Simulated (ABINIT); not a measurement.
# Calculated records

## A GW chain in ABINIT: CuI (Marshite)

The structure is cubic, space group F-43m (No. 216). The conventional cell has a = 6.063 Å, b = 6.063 Å, c = 6.063 Å, α = 90.00°, β = 90.00°, γ = 90.00°. Nearest to Cu lie 4 I at 2.63 Å. I has 4 Cu at 2.63 Å nearest. Farther neighbours, and contacts between anions beyond the nearest, are not listed.

```xyz
2
Lattice="0.0000 3.0315 3.0315 3.0315 0.0000 3.0315 3.0315 3.0315 0.0000" Properties=species:S:1:pos:R:3 pbc="T T T"
Cu    1.5157    1.5157    1.5157
I     0.0000    0.0000    0.0000
```

| Property | Result |
| --- | --- |
| method | RPA screening on PBE with spin-orbit coupling, plane waves, norm-conserving pseudopotentials (and 2 further levels or steps) |
| program | ABINIT 10.8.3 |
| settings | cutoff 42 Ha, PseudoDojo fully relativistic 0.4 standard, norm-conserving, ngkpt (4, 4, 4), nband 180, ecuteps 4.4 Ha, shiftk (0, 0, 0), symchi 1, awtr 1, frequency ppm, 4×4×4 k-mesh |
| cost | 5 runs, 5.8 min in all on 8 MPI ranks of Arm Neoverse V2, shared host |
| notes | The database entry behind the starting cell differs from other determinations of this structure. In doubt: a PseudoDojo file used here is known to give poor structures and forces, which bears on pressures, cells, forces and phonons. The program’s warnings: Neglecting <n,k\|[Vnl,iqr]\|m,k>. The cell and positions come from the Crystallography Open Database and are kept as given unless a step says otherwise. Limits: screening head approximate; d shell near the gap, gap tends to lie low. The 4×4×4 mesh is coarse for this cell, which bears on the long-range parts of exchange and screening. |
| PBE gap | 0.94 eV, direct |
| G0W0 gap on the mesh | 1.51 eV |
| GW settings | 4×4×4 mesh, 180 bands, screening to 119.7 eV, Godby-Needs plasmon pole |
| known limits | short of the basis limit; screening head approximate; d shell near the gap, gap tends to lie low; coarse k mesh |

G0W0 moves the gap on the mesh from 0.94 eV to 1.51 eV (+0.58 eV), with Z of 0.75 and 0.81 at the edges. Local fields lower the RPA ε∞ on this mesh from 11.00 to 10.34.

[Long decimals in the printed logs are rounded to 6 places.]

[Logs are printed without paths, hosts, clocks, repeated set-up lines and the standing remarks that a program may print on its own settings, such as how far it seeks lower states.]

[Paths, hosts, dates, memory and timing lines, banners, echoed tables and standing remarks are left out of the program output; an Ansatz launch command may be rebuilt from the run's recorded settings. Measured values are a selection of at most five: reports struck by readers or far from the other reports are left out. None is set beside runs whose start may be inverted or whose files or cutoffs have a known fault.]

[Runs of the session that timed out or met a known fault of the program may be left out.]

[Hosts, paths, dates, database ids (printed as entryN), source tags and the programs' standing remarks are cut or masked in the printed files.]

[G0W0 gaps are taken among the corrected bands and points alone; a level outside them can change the order at an edge.]

[Where Ansatz stands beside ABINIT at settings called matched, ABINIT's density can come from a denser mesh and the files from another edition; pairs whose starting gaps differed by over 0.03 eV were left out, so agreement reads better than it is.]
